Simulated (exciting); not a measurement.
# Electron–core-hole interaction in the S L₂,₃ spectrum of CsLaS2, part 2 of 3

How far do the exchange and direct terms reshape the S L₂,₃ edge of CsLaS2?

exciting sodium; X-ray absorption, core-level Bethe-Salpeter equation, exchange and statically screened direct term, Tamm-Dancoff, all-electron LAPW+lo LDA.

So far. Step 3 (A richer basis for the empty states): Against the first ground state the total energy moves by -10 meV an atom and the gap by 0.00 eV.

### 4. Screening, kernels and BSE for S atom 3

The absorber has 3 La at 2.93 Å and 3 Cs at 3.56 Å (distorted octahedral, site symmetry 3m).

input.xml

```
<input>
  <title>CsLaS2</title>
  <structure speciespath="." autormt="false" epslat="1.0e-5">
    <crystal>
      <basevect>4.0931101409 2.3631582417 15.3080037591</basevect>
      <basevect>-4.0931101409 2.3631582417 15.3080037591</basevect>
      <basevect>0.0000000000 -4.7263164834 15.3080037591</basevect>
    </crystal>
    <species speciesfile="La.xml" rmt="2.464">
      <atom coord="0.5000000000 0.5000000000 0.5000000000"/>
    </species>
    <species speciesfile="Cs.xml" rmt="2.464">
      <atom coord="0.0000000000 0.0000000000 0.0000000000"/>
    </species>
    <species speciesfile="S.xml" rmt="2.300">
      <atom coord="0.7709144900 0.7709144900 0.7709144900"/>
      <atom coord="0.2290855100 0.2290855100 0.2290855100"/>
    </species>
  </structure>
  <groundstate do="skip" xctype="LDA_PW" ngridk="3 3 3" rgkmax="7" gmaxvr="14" nempty="8" swidth="0.001" maxscl="100" epsengy="1e-5"/>
  <xs xstype="BSE" ngridk="2 2 2" ngridq="2 2 2" vkloff="0.097 0.273 0.493" rgkmax="7" nempty="72" gqmax="3" lmaxapwwf="5" lmaxemat="3" broad="0.01654" tevout="true">
    <energywindow intv="5.073 6.736" points="452"/>
    <screening screentype="full" nempty="103"/>
    <BSE xas="true" xasspecies="3" xasatom="1" xasedge="L23" bsetype="singlet" nstlxas="1 68"/>
    <qpointset>
      <qpoint>0 0 0</qpoint>
    </qpointset>
    <plan>
      <doonly task="xsgeneigvec"/>
      <doonly task="writepmatxs"/>
      <doonly task="scrgeneigvec"/>
      <doonly task="scrwritepmat"/>
      <doonly task="screen"/>
      <doonly task="scrcoulint"/>
    </plan>
  </xs>
</input>
```

input.xml for the exchange start (cutoff and plan only)

```
  gqmax="2.5"
  <plan>
    <doonly task="exccoulint"/>
  </plan>
```

input.xml for the last start (plan only)

```
  <plan>
    <doonly task="bse"/>
  </plan>
```

Command:

```console
OMP_NUM_THREADS=1 mpirun -n 4 exciting
OMP_NUM_THREADS=1 mpirun -n 4 exciting
OMP_NUM_THREADS=4 exciting
```

Numbers of over 12 decimals in the logs are rounded to 6 here.

What it wrote:

```text
| EXCITING SODIUM started for task xsgeneigvec ( 301)                          =
One-shot GS runs for BSE calculations
One-shot GS runs for k+qmt/2 grids
Info(xsgeneigvec): Generating eigenvectors for Q-point      1
Info(xsgeneigvec): Generation of eigenvectors finished
| EXCITING SODIUM started for task writepmatxs ( 320)                          =
Info(writepmatxs): Momentum matrix elements finished
| EXCITING SODIUM started for task scrgeneigvec ( 401)                         =
One-shot GS runs for BSE calculations
One-shot GS runs for k+qmt/2 grids
Info(xsgeneigvec): Generating eigenvectors for Q-point      1
Using screening GS parameters.
Info(xsgeneigvec): Generation of eigenvectors finished
| EXCITING SODIUM started for task scrwritepmat ( 420)                         =
Info(writepmatxs): Momentum matrix elements finished
Info(scrwritepmat): Momentum matrix elements for screening finished
| EXCITING SODIUM started for task screen ( 430)                               =
Info(screenlauncher): Calculating screening for unshifted q-grid.
Info(screenlauncher): Number of q points:       4
Info(screenlauncher): lowest (partially)  unoccupied state:     22
Info(screenlauncher): highest (partially) occupied state  :     21
Info(screenlauncher): number of occupied states considered:   21
Info(screenlauncher): number of unoccupied states considered:  104
Info(screenlauncher): Starting loop over q-points
Info(screenlauncher): Screening for unshifted q-grid finished
Info(screenlauncher): Screening finished
| EXCITING SODIUM started for task scrcoulint ( 440)                           =
Info(scrcoulintlauncher): Setting up screened Coulomb interaction matrix W.
Info(scrcoulintlauncher): Using momentum transfer vectors from list :   1 to  1
Info(scrcoulintlauncher): Calculating screened Coulomb interaction matrix W
Info(scrcoulintlauncher): Momentum transfer list index: iqmt=  1
Info(scrcoulintlauncher): Momentum transfer: vqmtl=   0.000   0.000   0.000
Info(scrcoulintlauncher): Calculating RR block of W
Info(scrcoulint): Inspecting occupations...
Info(setranges_modxs): Number of non-reduced k-points:        8
Info(setranges_modxs): Number of states considered:       94
Info(setranges_modxs): Number of (partially) occupied states:       10
Info(setranges_modxs): Highest (partially) occupied states:       21
Info(setranges_modxs): Number of (partially) unoccupied states:       73
Info(setranges_modxs): Lowest (partially) unoccupied states:       22
Info(scrcoulint): Selecting transitions...
Info(select_transitions): Inspecting transitions in the  band interval:
  lowest occupied state:   5
  highest occupied state:  10
  lowest unoccupied state:  22
  highest unoccupied state:  89
  Opening gap with a scissor of:      0.000/H      0.000/eV
Info(select_transitions): Number of participating transitions:    3264
Info(scrcoulint): Size of file SCCLI will be about     0.089298 GB
Info(scrcoulint): Using q-grid
Info(scrcoulint): Number of reduced q-points:      4
Info(scrcoulint): Number of non-reduced q-points:      8
Info(scrcoulint): Calculating W(G1,G2,qr) fourier coefficients
Info(scrcoulint): Calculating W matrix elements
Info(scrcoulintlauncher): Screened coulomb interaction finished for iqmt=   1
| EXCITING SODIUM started for task exccoulint ( 441)                           =
Info(exccoulintlauncher): Setting up exchange interaction matrix V.
Info(exccoulintlauncher): Using momentum transfer vectors from list :   1 to  1
Info(exccoulintlauncher):Calculating exchange interaction matrix V
Info(exccoulintlauncher): Momentum transfer list index: iqmt=  1
Info(exccoulintlauncher): Momentum transfer: vqmtl=   0.000   0.000   0.000
Info(exccoulintlauncher): Calculating RR block of V
Info(exccoulint): Inspecting occupations...
Info(setranges_modxs): Number of non-reduced k-points:        8
Info(setranges_modxs): Number of states considered:       94
Info(setranges_modxs): Number of (partially) occupied states:       10
Info(setranges_modxs): Highest (partially) occupied states:       21
Info(setranges_modxs): Number of (partially) unoccupied states:       73
Info(setranges_modxs): Lowest (partially) unoccupied states:       22
Info(exccoulint): Selecting transitions...
Info(select_transitions): Inspecting transitions in the  band interval:
  lowest occupied state:   5
  highest occupied state:  10
  lowest unoccupied state:  22
  highest unoccupied state:  89
  Opening gap with a scissor of:      0.000/H      0.000/eV
Info(select_transitions): Number of participating transitions:    3264
Info(exccoulint): Size of file EXCLI will be about     0.089298 GB
Info(exccoulint): Generating plane wave matrix elements for momentum transfer iqmt=   1
  Timing (in seconds)	   :     550.263
Info(exccoulint): Generating V matrix elements
Info(exccoulint): Zeroing Coulomb potential at G+qmt index:  1
Info(exccoulintlauncher): Exchange interaction finished for iqmt=   1
| EXCITING SODIUM started for task bse ( 445)                                  =
Info(bselauncher): Init time:    1.835676
Info(bselauncher): Setting up and diagonalizing BSE Hamiltonian.
Info(bselauncher): Using momentum transfer vectors from list :   1 to  1
Info(bselauncher): Distributing qmt-points over   1 processes.
Info(bselauncher): BSE type: singlet
Info(bselauncher): Momentum transfer list index: iqmt=  1
Info(bselauncher): Momentum transfer: vqmtl=   0.000   0.000   0.000
Info(bse): Inspecting occupations...
Info(setranges_modxs): Number of non-reduced k-points:        8
Info(setranges_modxs): Number of states considered:       94
Info(setranges_modxs): Number of (partially) occupied states:       10
Info(setranges_modxs): Highest (partially) occupied states:       21
Info(setranges_modxs): Number of (partially) unoccupied states:       73
Info(setranges_modxs): Lowest (partially) unoccupied states:       22
Info(select_transitions): Inspecting transitions in the  band interval:
  lowest occupied state:   5
  highest occupied state:  10
  lowest unoccupied state:  22
  highest unoccupied state:  89
  Opening gap with a scissor of:      0.000/H      0.000/eV
Info(select_transitions): Number of participating transitions:    3264
Info(bse): Selecting transitions...
Info(bse):bsegap (eV):   150.130330
Info(bse): Assembling BSE matrix
  RR/RA blocks of global BSE-Hamiltonian:
  Size of the Hamiltonian:    3264
  Number of k-points:       8
  Distributing matrix to   1 processes
  Local matrix shape   3264 x  3264
Info(bse): max local RAM needed for BSE matrices ~     0.158752 GB
Info(setup_bse_block): Setting up RR part of hamiltonian
Info(setup_bse_block): Singlet spin state
Info(bse): Diagonalizing RR Hamiltonian (TDA)
Info(bse): Invoking Lapack routine ZHEEVR
      3264 eigen solutions found in the interval:
         i1=       1 i2=    3264
Info(bse): Writing excition energies and oscillator strengths to text file.
Info(makespectrum_dist): Making spectrum using formula for coupling with time reversed AR basis.
Info(makespectrum_dist): Using formalism for vanishing momentum transfer.
Info(writederived): Writing quantities derived from the macroscopic dielectric function.
Info(bselauncher): Spectrum finished for iqmt=  1
Info(bselauncher): All done for BSE type singlet
```

It took 15 min on 4 MPI ranks of Arm Neoverse V1, shared host.

Wall time by task: xsgeneigvec 9.6 s, writepmatxs 5.8 s, scrgeneigvec 4.8 s, scrwritepmat 4.9 s, screen 86 s, scrcoulint 3 min, exccoulint 9.3 min, bse 19 s.

The S L₂,₃ spectrum of S atom 3 (energy from the Kohn–Sham onset, core level to the lowest empty state found on the meshes used, 150.04 eV; the ground-state mesh sets it, and the shifted mesh has its lowest transition 0.09 eV above it; Im ε scaled to the maximum of the singlet run; cut below the end of the band set):

| E (eV) | isotropic | ε ⊥ c | ε ∥ c |
| --- | --- | --- | --- |
| -3.0 | 0.02 | 0.02 | 0.02 |
| -2.5 | 0.03 | 0.03 | 0.03 |
| -2.0 | 0.04 | 0.03 | 0.04 |
| -1.5 | 0.06 | 0.06 | 0.06 |
| -1.0 | 0.11 | 0.11 | 0.12 |
| -0.5 | 0.13 | 0.13 | 0.13 |
| 0.0 | 0.17 | 0.16 | 0.17 |
| 0.5 | 0.22 | 0.22 | 0.20 |
| 1.0 | 0.26 | 0.26 | 0.27 |
| 1.5 | 0.31 | 0.31 | 0.33 |
| 2.0 | 0.34 | 0.35 | 0.30 |
| 2.5 | 0.33 | 0.33 | 0.31 |
| 3.0 | 0.30 | 0.29 | 0.30 |
| 3.5 | 0.28 | 0.28 | 0.29 |
| 4.0 | 0.29 | 0.29 | 0.30 |
| 4.5 | 0.31 | 0.30 | 0.32 |
| 5.0 | 0.34 | 0.33 | 0.35 |
| 5.5 | 0.37 | 0.37 | 0.37 |
| 6.0 | 0.43 | 0.43 | 0.43 |
| 6.5 | 0.52 | 0.52 | 0.50 |
| 7.0 | 0.59 | 0.60 | 0.57 |
| 7.5 | 0.68 | 0.68 | 0.69 |
| 8.0 | 0.74 | 0.74 | 0.74 |
| 8.5 | 0.78 | 0.78 | 0.78 |
| 9.0 | 0.89 | 0.89 | 0.90 |
| 9.5 | 0.99 | 0.99 | 0.98 |
| 10.0 | 0.87 | 0.88 | 0.85 |
| 10.5 | 0.81 | 0.82 | 0.79 |
| 11.0 | 0.82 | 0.83 | 0.79 |
| 11.5 | 0.85 | 0.84 | 0.87 |
| 12.0 | 0.93 | 0.92 | 0.96 |
| 12.5 | 0.97 | 0.95 | 1.00 |
| 13.0 | 0.93 | 0.93 | 0.93 |
| 13.5 | 0.81 | 0.82 | 0.80 |
| 14.0 | 0.77 | 0.78 | 0.75 |
| 14.5 | 0.77 | 0.78 | 0.76 |
| 15.0 | 0.69 | 0.69 | 0.69 |
| 15.5 | 0.65 | 0.66 | 0.64 |
| 16.0 | 0.63 | 0.63 | 0.62 |
| 16.5 | 0.62 | 0.62 | 0.62 |
| 17.0 | 0.67 | 0.65 | 0.70 |
| 17.5 | 0.66 | 0.65 | 0.67 |
| 18.0 | 0.68 | 0.67 | 0.70 |
| 18.5 | 0.71 | 0.70 | 0.73 |
| 19.0 | 0.66 | 0.66 | 0.66 |
| 19.5 | 0.60 | 0.59 | 0.63 |
| 20.0 | 0.59 | 0.57 | 0.63 |
| 20.5 | 0.53 | 0.51 | 0.57 |
| 21.0 | 0.51 | 0.49 | 0.53 |
| 21.5 | 0.51 | 0.53 | 0.48 |
| 22.0 | 0.51 | 0.53 | 0.47 |

Maxima (height): 2.0 eV (0.34), 9.4 eV (1.00), 12.3 eV (0.97), 14.2 eV (0.79), 17.0 eV (0.67) and 18.5 eV (0.71).

The Hamiltonian has 3264 rows. The lowest groups of eigenvalues and the brightest ones, on the scale above (the program counts from the shifted mesh's onset, 0.09 eV higher). Core spinors bring spin-forbidden partners, so dark means forbidden by spin or by symmetry, and the shifted mesh splits states that symmetry would keep together:

| energy (eV) | states within 10 meV | relative strength |
| --- | --- | --- |
| -0.962 | 4 | 0.18 |
| -0.906 | 4 | 0.19 |
| -0.780 | 4 | 0.17 |
| -0.581 | 4 | 0.037 |
| -0.419 | 4 | 0.055 |
| -0.321 | 4 | 0.033 |
| 7.296 | 4 | 0.58 |
| 9.232 | 3 | 1.00 |
| 9.277 | 4 | 0.63 |
| 9.365 | 6 | 0.50 |
| 12.849 | 4 | 0.47 |
| 17.998 | 6 | 0.47 |
| 19.879 | 6 | 0.48 |

### 5. Independent particles

input.xml: that of step 4 with these lines changed.

```diff
@@ -23,3 +23,3 @@
     <screening screentype="full" nempty="103"/>
-    <BSE xas="true" xasspecies="3" xasatom="1" xasedge="L23" bsetype="singlet" nstlxas="1 68"/>
+    <BSE xas="true" xasspecies="3" xasatom="1" xasedge="L23" bsetype="IP" nstlxas="1 68"/>
     <qpointset>
@@ -28,8 +28,3 @@
     <plan>
-      <doonly task="xsgeneigvec"/>
-      <doonly task="writepmatxs"/>
-      <doonly task="scrgeneigvec"/>
-      <doonly task="scrwritepmat"/>
-      <doonly task="screen"/>
-      <doonly task="scrcoulint"/>
+      <doonly task="bse"/>
     </plan>
```

Command:

```console
OMP_NUM_THREADS=4 exciting
```

What it wrote:

```text
| EXCITING SODIUM started for task bse ( 445)                                  =
Info(bselauncher): Init time:    1.840085
Info(bselauncher): Setting up and diagonalizing BSE Hamiltonian.
Info(bselauncher): Using momentum transfer vectors from list :   1 to  1
Info(bselauncher): Distributing qmt-points over   1 processes.
Info(bselauncher): BSE type: IP
Info(bselauncher): Momentum transfer list index: iqmt=  1
Info(bselauncher): Momentum transfer: vqmtl=   0.000   0.000   0.000
Info(bse): Inspecting occupations...
Info(setranges_modxs): Number of non-reduced k-points:        8
[...]
highest unoccupied state:  89
  Opening gap with a scissor of:      0.000/H      0.000/eV
Info(select_transitions): Number of participating transitions:    3264
Info(bse): Selecting transitions...
Info(bse):bsegap (eV):   150.130330
Info(bse): IP requested, nothing much to do
Info(bse): Writing excition energies and oscillator strengths to text file.
Info(makespectrum_dist): Making spectrum using formula for coupling with time reversed AR basis.
Info(makespectrum_dist): Using formalism for vanishing momentum transfer.
Info(writederived): Writing quantities derived from the macroscopic dielectric function.
Info(bselauncher): Spectrum finished for iqmt=  1
Info(bselauncher): All done for BSE type IP
```

The job ended after 3 s (4 threads).

Maxima (height): 10.7 eV (0.69), 13.9 eV (0.92), 15.7 eV (0.84), 17.9 eV (0.76) and 20.0 eV (0.85); 2 lower ones aren't listed. The spectrum differs from the singlet run by 37 % r.m.s. Moving the earlier curve by +3.4 eV leaves 15 %. The highest maximum lies at 13.9 eV (0.92), against 9.4 eV (1.00).

### 6. Exchange alone

input.xml: that of step 5 with these lines changed.

```diff
@@ -23,3 +23,3 @@
     <screening screentype="full" nempty="103"/>
-    <BSE xas="true" xasspecies="3" xasatom="1" xasedge="L23" bsetype="IP" nstlxas="1 68"/>
+    <BSE xas="true" xasspecies="3" xasatom="1" xasedge="L23" bsetype="RPA" nstlxas="1 68"/>
     <qpointset>
```

Command:

```console
OMP_NUM_THREADS=4 exciting
```

What it wrote:

```text
| EXCITING SODIUM started for task bse ( 445)                                  =
Info(bselauncher): Init time:    1.842365
Info(bselauncher): Setting up and diagonalizing BSE Hamiltonian.
Info(bselauncher): Using momentum transfer vectors from list :   1 to  1
Info(bselauncher): Distributing qmt-points over   1 processes.
Info(bselauncher): BSE type: RPA
Info(bselauncher): Momentum transfer list index: iqmt=  1
Info(bselauncher): Momentum transfer: vqmtl=   0.000   0.000   0.000
Info(bse): Inspecting occupations...
Info(setranges_modxs): Number of non-reduced k-points:        8
[...]
Info(setup_bse_block): Setting up RR part of hamiltonian
Info(setup_bse_block): Using RPA approximation
Info(bse): Diagonalizing RR Hamiltonian (TDA)
Info(bse): Invoking Lapack routine ZHEEVR
      3264 eigen solutions found in the interval:
         i1=       1 i2=    3264
Info(bse): Writing excition energies and oscillator strengths to text file.
Info(makespectrum_dist): Making spectrum using formula for coupling with time reversed AR basis.
Info(makespectrum_dist): Using formalism for vanishing momentum transfer.
Info(writederived): Writing quantities derived from the macroscopic dielectric function.
Info(bselauncher): Spectrum finished for iqmt=  1
Info(bselauncher): All done for BSE type RPA
```

The job ended after 20 s (4 threads).

Maxima (height): 10.8 eV (0.64), 13.9 eV (0.89), 15.7 eV (0.83), 17.9 eV (0.76) and 20.0 eV (0.86); 2 lower ones aren't listed. Against the independent-particle run the r.m.s. difference is 4 %.

[end of part 2 of 3]

[Banner, clock and machine lines of the logs are left out without a mark of their own.]

[Logs are printed without paths, hosts, clocks, repeated set-up lines and the standing remarks that a program may print on its own settings, such as how far it seeks lower states.]

[Hosts, paths, dates, database ids (printed as entryN), source tags and the programs' standing remarks are cut or masked in the printed files.]
